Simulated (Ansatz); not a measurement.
## Ru (P6_3/mmc, 2 atoms in the cell) under uniaxial strain along c

Wanted: the shifts of the zone-centre modes of Ru (P6_3/mmc, 2 atoms in the cell) with strain.

Main program and level: Ansatz 0.2.0; DFT PBEsol, scalar-relativistic, plane waves, PAW; PAW set soft_1.

This is a report of a sequence of runs, with most program output left out.

## (1) The starting structure

It takes space group P6_3/mmc (No. 194, hexagonal). The conventional cell has a = 2.706 Å, b = 2.706 Å, c = 4.282 Å, α = 90.00°, β = 90.00°, γ = 120.00°. Nearest to Ru lie 12 Ru at 2.65 to 2.71 Å.

## (2) Bringing the structure to rest

The cell and atoms are relaxed, since residual forces and stress would shift the frequencies.

input.yaml reads:

```yaml
crystal:
  lattice:
    - [2.7058, 0.0, 0.0]
    - [-1.3529, 2.3432915376, 0.0]
    - [0.0, 0.0, 4.2819]
  atoms:
    - { symbol: Ru, position: [0.33333333, 0.66666667, 0.25] }
    - { symbol: Ru, position: [0.66666667, 0.33333333, 0.75] }
kpoints:
  mp_grid: { grid: [18, 18, 10] }
hamiltonian:
  xc: pbesol
  pseudopotentials: { kind: paw, azcp: { folder: soft_1 }, xc_functional: pbe }
scf:
  occupations: { method: gaussian, width: 0.1 }
output:
  forces: true
  stress: true
  eigenvalues: true
  write_density: true
  write_potential: true
  elf: true
  volumetric_format: npy
relax:
  adjacent_minimum: "off"
  f_tol: 0.005
  max_steps: 80
  cell: { stress_tol: 0.05 }
```

Command:

```
$ ansatz run input.yaml --threads 4 --pin off --max-ram 10240MiB --backend cpu --events-out ev --progress --plain --runs-dir out
```

It took 25 s on 4 threads of Intel Xeon at 2.50GHz (Skylake/Cascade Lake), shared host; peak memory 0.43 GiB.

Relaxation path:

| step | energy less that of the first step (eV) | largest force component (eV/Å) | pressure (GPa) | volume (Å³) |
| --- | --- | --- | --- | --- |
| 1 | 0.0000 | 0.0000 | -6.31 | 27.15 |
| 2 | 0.0018 | 0.0000 | 7.88 | 26.08 |
| 3 | -0.0109 | 0.0000 | -0.26 | 26.66 |
| 4 | -0.0110 | 0.0000 | 0.00 | 26.64 |
| 5* | -0.0102 | 0.0000 | -0.02 | 26.64 |

Relaxation steps marked * repeat the geometry before them on a plane-wave basis chosen anew for their cell, so energy and pressure can jump there. Relaxation step 2 was tried and not accepted.

The run keeps the 24 symmetry operations that it works with, so distortions that break them were not tested.

```
conventional cell, symmetrised  before  after  change
                         a (Å)   2.706  2.690  -0.6 %
                         b (Å)   2.706  2.690  -0.6 %
                         c (Å)   4.282  4.252  -0.7 %
              volume (Å³/atom)   13.57  13.32  -1.9 %
```

Final coordinates:

```xyz
2
Lattice="2.6897 0.0000 0.0000 -1.3448 2.3293 0.0000 0.0000 0.0000 4.2524" Properties=species:S:1:pos:R:3 pbc="T T T"
Ru    0.0000    1.5529    1.0631
Ru    1.3448    0.7764    3.1893
```

Numbers from this step:

| Property | Result |
| --- | --- |
| pressure | -0.02431 GPa |
| volume per atom | 13.32 Å³ |
| gap on the k-mesh | 0 eV |

Valence density in the ac plane at fractional y = 0.333, with atoms of Ru within 0.2 Å of it. It is the smooth field of the valence electrons, not physical close to the nuclei.

Ten even steps from '_' (0 e/Å³) to '@' (12 e/Å³):
```
____________________________
______________..::::::..____
____________..::==++++--::__
____________::==**%%##**--..
__________..--++%%@@@@##==::
__________..--++%%@@@@##==::
____________::==**%%##**--..
____________..::==++++--::__
______________..::::::..____
____________________________
____________________________
____________________________
____________________________
____________________________
____....____________________
__........__________________
__........__________________
____....____________________
____________________________
____________________________
____________________________
____________________________
```
Columns run along a (2.7 Å), rows up along c (4.3 Å). Atoms in or near the plane, at fractional coordinates: Ru at (0.67, 0.75).

Electrostatic potential energy in the ac plane at fractional y = 0.333, with atoms of Ru within 0.2 Å of it. With pseudopotentials it is smooth inside the atoms' cores, unlike the true potential.

Ten even steps from '0' (-72 eV) to '9' (24 eV):
```
99999998777889
99999986544578
89999864211247
89999742000135
79998641000025
79998741000025
89999742000135
89999864211247
99999986544578
99999998777889
99999999999999
99999999999999
99999999999999
88788999999999
87667899999999
76666899999998
76666899999998
87667899999999
88788999999999
99999999999999
99999999999999
99999999999999
```
Columns run along a (2.7 Å; values clipped at the 3rd and 97th percentile), rows up along c (4.3 Å). Atoms in or near the plane, at fractional coordinates: Ru at (0.67, 0.75).

ELF in the ac plane at fractional y = 0.333, with atoms of Ru within 0.2 Å of it. It is the smooth field of the valence electrons, not physical close to the nuclei.

Values, 22 rows by 14 columns:
```
0.27 0.29 0.30 0.30 0.28 0.26 0.26 0.29 0.33 0.35 0.34 0.32 0.28 0.25
0.24 0.27 0.31 0.30 0.25 0.25 0.33 0.43 0.49 0.52 0.51 0.47 0.39 0.29
0.27 0.25 0.30 0.28 0.24 0.30 0.44 0.55 0.60 0.61 0.61 0.59 0.52 0.39
0.32 0.25 0.29 0.28 0.26 0.36 0.52 0.60 0.61 0.58 0.59 0.61 0.58 0.47
0.35 0.26 0.29 0.28 0.28 0.40 0.55 0.61 0.56 0.48 0.50 0.59 0.60 0.51
0.35 0.26 0.29 0.28 0.28 0.40 0.55 0.61 0.56 0.48 0.50 0.59 0.60 0.51
0.32 0.25 0.29 0.28 0.26 0.36 0.52 0.60 0.61 0.58 0.59 0.61 0.58 0.47
0.27 0.25 0.30 0.28 0.24 0.30 0.44 0.55 0.60 0.61 0.61 0.59 0.52 0.39
0.24 0.27 0.31 0.30 0.25 0.25 0.33 0.43 0.49 0.52 0.51 0.47 0.39 0.29
0.27 0.29 0.30 0.30 0.28 0.26 0.26 0.29 0.33 0.35 0.34 0.32 0.28 0.25
0.30 0.28 0.26 0.26 0.28 0.30 0.28 0.26 0.24 0.24 0.24 0.24 0.26 0.29
0.27 0.23 0.21 0.22 0.24 0.28 0.31 0.30 0.28 0.26 0.27 0.29 0.31 0.30
0.24 0.24 0.24 0.24 0.24 0.26 0.28 0.31 0.32 0.32 0.32 0.32 0.30 0.27
0.27 0.30 0.32 0.32 0.30 0.27 0.26 0.28 0.31 0.33 0.33 0.30 0.27 0.25
0.32 0.38 0.41 0.40 0.37 0.31 0.26 0.25 0.28 0.31 0.31 0.28 0.24 0.26
0.35 0.42 0.46 0.45 0.41 0.34 0.27 0.24 0.27 0.29 0.29 0.26 0.24 0.27
0.35 0.42 0.46 0.45 0.41 0.34 0.27 0.24 0.27 0.29 0.29 0.26 0.24 0.27
0.32 0.38 0.41 0.40 0.37 0.31 0.26 0.25 0.28 0.31 0.31 0.28 0.24 0.26
0.27 0.30 0.32 0.32 0.30 0.27 0.26 0.28 0.31 0.33 0.33 0.30 0.27 0.25
0.24 0.24 0.24 0.24 0.24 0.26 0.28 0.31 0.32 0.32 0.32 0.32 0.30 0.27
0.27 0.23 0.21 0.22 0.24 0.28 0.31 0.30 0.28 0.26 0.27 0.29 0.31 0.30
0.30 0.28 0.26 0.26 0.28 0.30 0.28 0.26 0.24 0.24 0.24 0.24 0.26 0.29
```
Columns run along a (2.7 Å), rows up along c (4.3 Å). Atoms in or near the plane, at fractional coordinates: Ru at (0.67, 0.75).

In this step the volume went from 13.57 to 13.32 Å³/atom.

## (3) Tight relaxation

Phonons need small forces and stress, so the relaxation is finished with tight tolerances on 18×18×12 k points.

input.yaml reads:

```yaml
crystal:
  lattice:
    - [2.6896847641, 0.0, 0.0]
    - [-1.344842382, 2.3293353338, 0.0]
    - [0.0, 0.0, 4.2523798121]
  atoms:
    - { symbol: Ru, position: [0.3333333333, 0.6666666667, 0.25] }
    - { symbol: Ru, position: [0.6666666667, 0.3333333333, 0.75] }
kpoints:
  mp_grid: { grid: [18, 18, 12] }
hamiltonian:
  xc: pbesol
  pseudopotentials: { kind: paw, azcp: { folder: soft_1 }, xc_functional: pbe }
scf:
  occupations: { method: methfessel_paxton, width: 0.2 }
output:
  forces: true
  stress: true
  eigenvalues: true
relax:
  adjacent_minimum: "off"
  f_tol: 0.001
  max_steps: 60
  cell: { stress_tol: 0.01 }
```

Elapsed: 21 s, on 4 threads; peak memory 0.45 GiB; 56 s of CPU time.

Little changed from the start: no atom moved by 0.005 Å and no cell edge by 0.1 %.

Numbers from this step:

```
pressure : 5.01e-4 GPa
```

The forces vanish by symmetry and the pressure is 0.001 GPa, within the tolerances set. The cell now holds 13.32 Å³/atom.

## (4) Modes at rest

The force constants come from the linear response of the density to a displacement.

The modes at rest are the reference of the series.

input.yaml, the sections that differ from step 3:

```yaml
crystal:
  lattice:
    - [2.6904991625, 0.0, 0.0]
    - [-1.3452495812, 2.3300406236, 0.0]
    - [0.0, 0.0, 4.2492958113]
  atoms:
    - { symbol: Ru, position: [0.3333333333, 0.6666666667, 0.25] }
    - { symbol: Ru, position: [0.6666666667, 0.3333333333, 0.75] }
output:
  eigenvalues: true
phonons:
  method: dfpt
# kpoints, hamiltonian, scf: as in step 3
# relax: removed
```

Elapsed: 87 s, on 4 threads; peak memory 1.3 GiB; 3.4 min of CPU time.

Numbers from this step:

```yaml
sum_rule_residual_before_enforcement: 9.45e-5 eV/Å²
point_group: 6/mmm
highest_optical_mode_at_the_zone_centre_no_lo_to_term: 271.2 cm⁻¹
lowest_optical_zone_centre_mode: 207.5 cm⁻¹
```

Patterns of degenerate modes are one choice out of their space. Modes at Γ:

```csv
mode,frequency (cm⁻¹),symmetry
1,0.0,acoustic
2,0.0,acoustic
3,0.0,acoustic
4,207.5,E2g
5,207.5,E2g
6,271.2,B1g
```

Displacements in mode 5 (207.5 cm⁻¹), the largest set to 1:
```
Ru1  0.00  1.00  0.00
Ru2  0.00 -1.00  0.00
```

Displacements in mode 6 (271.2 cm⁻¹), the largest set to 1:
```
Ru1  0.00  0.00  1.00
Ru2  0.00  0.00 -1.00
```

Before it was imposed, the acoustic sum rule was missed by 9.4e-5 eV/Å². Small misses are needed for a sound result but don't prove that mesh and cutoff are converged. The lowest optical mode is real, 208 cm⁻¹.

## (5) Relaxation of a member: uniaxial strain of +4 % along c

The cell takes a uniaxial strain of +4 % along c. The strained length and the angles are held, while the rest of the cell and the atoms relax.

input.yaml, the sections that differ from step 4:

```yaml
crystal:
  lattice:
    - [2.673579277, 0.0, 0.0]
    - [-1.3367896385, 2.3153875729, 0.0]
    - [0.0, 0.0, 4.4192676437]
  atoms:
    - { symbol: Ru, position: [0.3333333316, 0.6666666684, 0.25] }
    - { symbol: Ru, position: [0.6666666684, 0.3333333316, 0.75] }
output:
  forces: true
  stress: true
  eigenvalues: true
relax:
  adjacent_minimum: "off"
  f_tol: 0.001
  max_steps: 60
  cell: { stress_tol: 0.01, fix: [c, angles] }
# kpoints, hamiltonian, scf: as in step 4
# phonons: removed
```

Run time: 45 s. Hardware: 4 threads; peak memory 0.62 GiB; 2.7 min of CPU time.

Relaxation path:

| step | energy less that of the first step (eV) | largest force component (eV/Å) | pressure (GPa) | volume (Å³) |
| --- | --- | --- | --- | --- |
| 1 | 0.0000 | 0.0000 | -8.49 | 27.36 |
| 2 | -0.0002 | 0.0000 | -6.10 | 27.16 |
| 3 | -0.0006 | 0.0000 | -7.35 | 27.26 |
| 4 | -0.0006 | 0.0000 | -7.34 | 27.26 |
| 5* | -0.0005 | 0.0000 | -7.35 | 27.26 |

Relaxation steps marked * repeat the geometry before them on a plane-wave basis chosen anew for their cell, so energy and pressure can jump there. Relaxation step 2 was tried and not accepted.

| conventional cell, symmetrised | before | after | change |
| --- | --- | --- | --- |
| a (Å) | 2.674 | 2.669 | -0.2 % |
| b (Å) | 2.674 | 2.669 | -0.2 % |
| c (Å) | 4.419 | 4.419 | -0.0 % |
| volume (Å³/atom) | 13.68 | 13.63 | -0.4 % |

The relaxed structure:

```xyz
2
Lattice="2.6688 0.0000 0.0000 -1.3344 2.3112 0.0000 0.0000 0.0000 4.4193" Properties=species:S:1:pos:R:3 pbc="T T T"
Ru    0.0000    1.5408    1.1048
Ru    1.3344    0.7704    3.3145
```

This step gave:

| Quantity | Value |
| --- | --- |
| pressure | -7.347 GPa |
| volume per atom | 13.63 Å³ |

The largest force component left is 9.8e-4 meV/Å.

## (6) Zone-centre modes of the member: uniaxial strain of +4 % along c

The zone-centre modes follow for uniaxial strain of +4 % along c.

input.yaml, the sections that differ from step 5:

```yaml
crystal:
  lattice:
    - [2.6687909808, 0.0, 0.0]
    - [-1.3343954904, 2.3112407867, 0.0]
    - [0.0, 0.0, 4.4192676437]
  atoms:
    - { symbol: Ru, position: [0.3333333518, 0.6666666482, 0.25] }
    - { symbol: Ru, position: [0.6666666482, 0.3333333518, 0.75] }
output:
  eigenvalues: true
phonons:
  method: dfpt
# kpoints, hamiltonian, scf: as in step 5
# relax: removed
```

The job ended after 61 s (4 threads; peak memory 1.3 GiB).

This step gave:

```yaml
sum_rule_residual_before_enforcement: 8.89e-5 eV/Å²
highest_optical_mode_at_the_zone_centre_no_lo_to_term: 213.6 cm⁻¹
lowest_optical_zone_centre_mode: 188.3 cm⁻¹
```

Patterns of degenerate modes are one choice out of their space. Modes at Γ:

```
mode  frequency (cm⁻¹)  symmetry
   1               0.0  acoustic
   2               0.0  acoustic
   3               0.0  acoustic
   4             188.3       E2g
   5             188.3       E2g
   6             213.6       B1g
```

Displacements in mode 4 (188.3 cm⁻¹), the largest set to 1:
```
Ru1  0.00 -1.00  0.00
Ru2  0.00  1.00  0.00
```

Displacements in mode 6 (213.6 cm⁻¹), the largest set to 1:
```
Ru1  0.00  0.00 -1.00
Ru2  0.00  0.00  1.00
```

The lowest optical mode is real, 188 cm⁻¹, and the highest lies at 213.6 cm⁻¹.

Between step 4 and this run (strain 4 %) the value for the highest optical mode at the zone centre (no LO-TO term) moves from 271 cm⁻¹ to 214 cm⁻¹ (-21 %).

## (7) A member of the series: uniaxial strain of -4 % along c

The cell takes a uniaxial strain of -4 % along c. The strained length and the angles are held, while the rest of the cell and the atoms relax.

input.yaml, the sections that differ from step 6:

```yaml
crystal:
  lattice:
    - [2.7120054886, 0.0, 0.0]
    - [-1.3560027443, 2.3486656483, 0.0]
    - [0.0, 0.0, 4.0793239789]
  atoms:
    - { symbol: Ru, position: [0.3333333398, 0.6666666602, 0.25] }
    - { symbol: Ru, position: [0.6666666602, 0.3333333398, 0.75] }
output:
  forces: true
  stress: true
  eigenvalues: true
relax:
  adjacent_minimum: "off"
  f_tol: 0.001
  max_steps: 60
  cell: { stress_tol: 0.01, fix: [c, angles] }
# kpoints, hamiltonian, scf: as in step 6
# phonons: removed
```

Wall time 58 s (4 threads); peak memory 0.61 GiB.

Step by step:

```csv
step,energy less that of the first step (eV),largest force component (eV/Å),pressure (GPa),volume (Å³)
1,0.0000,0.0000,10.96,25.98
2,0.0005,0.0000,6.60,26.30
3,-0.0010,0.0000,8.67,26.15
4,-0.0010,0.0000,8.70,26.15
5*,-0.0013,0.0000,8.71,26.15
6,-0.0013,0.0000,8.70,26.15
7*,-0.0013,0.0000,8.70,26.15
```

Relaxation steps marked * repeat the geometry before them on a plane-wave basis chosen anew for their cell, so energy and pressure can jump there.

| conventional cell, symmetrised | before | after | change |
| --- | --- | --- | --- |
| a (Å) | 2.712 | 2.720 | +0.3 % |
| b (Å) | 2.712 | 2.720 | +0.3 % |
| c (Å) | 4.079 | 4.079 | +0.0 % |
| volume (Å³/atom) | 12.99 | 13.07 | +0.6 % |

Final coordinates:

```xyz
2
Lattice="2.7205 0.0000 0.0000 -1.3602 2.3560 0.0000 0.0000 0.0000 4.0793" Properties=species:S:1:pos:R:3 pbc="T T T"
Ru    0.0000    1.5707    1.0198
Ru    1.3602    0.7853    3.0595
```

Numbers from this step:

| Item | Value |
| --- | --- |
| pressure | 8.701 GPa |
| volume per atom | 13.07 Å³ |

The forces vanish by symmetry.

The cell grew by 0.6 % in volume.

## (8) Modes of this member: uniaxial strain of -4 % along c

The zone-centre modes follow for uniaxial strain of -4 % along c.

input.yaml, the sections that differ from step 7:

```yaml
crystal:
  lattice:
    - [2.7204631887, 0.0, 0.0]
    - [-1.3602315943, 2.3559902314, 0.0]
    - [0.0, 0.0, 4.0793239789]
  atoms:
    - { symbol: Ru, position: [0.3333333339, 0.6666666661, 0.25] }
    - { symbol: Ru, position: [0.6666666661, 0.3333333339, 0.75] }
output:
  eigenvalues: true
phonons:
  method: dfpt
# kpoints, hamiltonian, scf: as in step 7
# relax: removed
```

Run time: 63 s. Hardware: 4 threads; peak memory 1.2 GiB.

This step gave:

```yaml
sum_rule_residual_before_enforcement: 2.41e-4 eV/Å²
highest_optical_mode_at_the_zone_centre_no_lo_to_term: 319.9 cm⁻¹
lowest_optical_zone_centre_mode: 225.7 cm⁻¹
```

Patterns of degenerate modes are one choice out of their space. Modes at Γ:

| mode | frequency (cm⁻¹) | symmetry |
| --- | --- | --- |
| 1 | 0.0 | acoustic |
| 2 | 0.0 | acoustic |
| 3 | 0.0 | acoustic |
| 4 | 225.7 | E2g |
| 5 | 225.7 | E2g |
| 6 | 319.9 | B1g |

Displacements in mode 4 (225.7 cm⁻¹), the largest set to 1:
```
Ru1  0.00  1.00  0.00
Ru2  0.00 -1.00  0.00
```

Displacements in mode 6 (319.9 cm⁻¹), the largest set to 1:
```
Ru1  0.00  0.00  1.00
Ru2  0.00  0.00 -1.00
```

The lowest optical mode is real, 226 cm⁻¹, and the highest lies at 319.9 cm⁻¹.

Between step 4 and this run (strain -4 %) the value for the highest optical mode at the zone centre (no LO-TO term) moves from 271 cm⁻¹ to 320 cm⁻¹ (+18 %).

## (9) The series together

The members are set side by side, also those not shown above.

Stress is positive in compression; energies are extrapolated to zero smearing, and E0 is that at rest; the edges not held and the atoms are relaxed in each cell; all runs use 18×18×12 k points and Methfessel-Paxton smearing of 0.2 eV. State of the crystal along the series:

| strain (%) | stress along the axis (GPa) | free strain along a (%) | free strain along b (%) | E - E0 (meV/atom) |
| --- | --- | --- | --- | --- |
| -4 | 26.1 | 1.114 | 1.114 | 43.31 |
| -3 | 19.3 | 0.7993 | 0.7993 | 24.09 |
| -2 | 12.69 | 0.5086 | 0.5086 | 10.56 |
| -1 | 6.234 | 0.2434 | 0.2434 | 2.591 |
| 0 | -0.001932 | 0 | 0 | 0 |
| 1 | -5.945 | -0.2244 | -0.2244 | 2.484 |
| 2 | -11.58 | -0.4345 | -0.4345 | 9.725 |
| 3 | -16.93 | -0.6289 | -0.6289 | 21.44 |
| 4 | -22.03 | -0.8068 | -0.8068 | 37.37 |

Optical modes are counted from below at rest and tracked from member to member by their patterns, and modes that stay within 0.3 cm⁻¹ of each other stand once; labels, where given, are those at rest; the edges not held and the atoms are relaxed in each cell; all runs use 18×18×12 k points and Methfessel-Paxton smearing of 0.2 eV. Optical modes along the series:

```csv
strain (%),optical mode 1 E2g (cm⁻¹),optical mode 2 B1g (cm⁻¹)
-4,225.7,319.9
-3,221.2,308.4
-2,216.7,296.7
-1,212.2,284.3
0,207.5,271.2
1,202.8,257.6
2,197.9,243.4
3,193.1,228.7
4,188.3,213.6
```

Value and slope at zero strain of a cubic (a lower polynomial where under five rows exist) through the rows within 2 % of rest. Slopes at rest:

```csv
mode,frequency (cm⁻¹),shift per percent of strain (cm⁻¹),shift per GPa of compressive stress (cm⁻¹)
optical mode 1 E2g,207.5,-4.73,0.78
optical mode 2 B1g,271.2,-13.4,2.2
```

## (10) What came out

```
members                                                          : 9
highest optical mode at the zone centre (no LO-TO term), at rest : 271.2 cm⁻¹
Young’s modulus along c                                          : 610 GPa
optical mode 1 E2g, shift per percent                            : -4.73 cm⁻¹
optical mode 2 B1g, shift per percent                            : -13.40 cm⁻¹
```

What this shows: The stress changes by 6.10 GPa for each percent, a Young’s modulus of 610 GPa along c. For each percent the free edge responds with -0.23 %. The fastest shift in the table of slopes is -13.4 cm⁻¹ for each percent (optical mode 2 B1g), or 2.2 cm⁻¹ for each GPa of compressive stress. For small strain, the measured shift of a line that Raman or infrared light can see, divided by its slope, estimates the stress, if the state of stress is of this kind. These are harmonic frequencies at zero temperature: anharmonic shifts, linewidths and thermal expansion are left out. With no gap, or one that is small against the smearing, the frequencies hang on the k mesh and the smearing, most of all near Kohn anomalies. The PAW files were made for PBE; the program adapts parts of them to the functional of the run, but their partial waves stay those of PBE, an approximation that was not tested in this session. Only the zone centre was solved, so an instability at another wavevector cannot show here.

[Logs are printed without paths, hosts, clocks, repeated set-up lines and the standing remarks that a program may print on its own settings, such as how far it seeks lower states.]

[Hosts, paths, dates, database ids (printed as entryN), source tags and the programs' standing remarks are cut or masked in the printed files.]
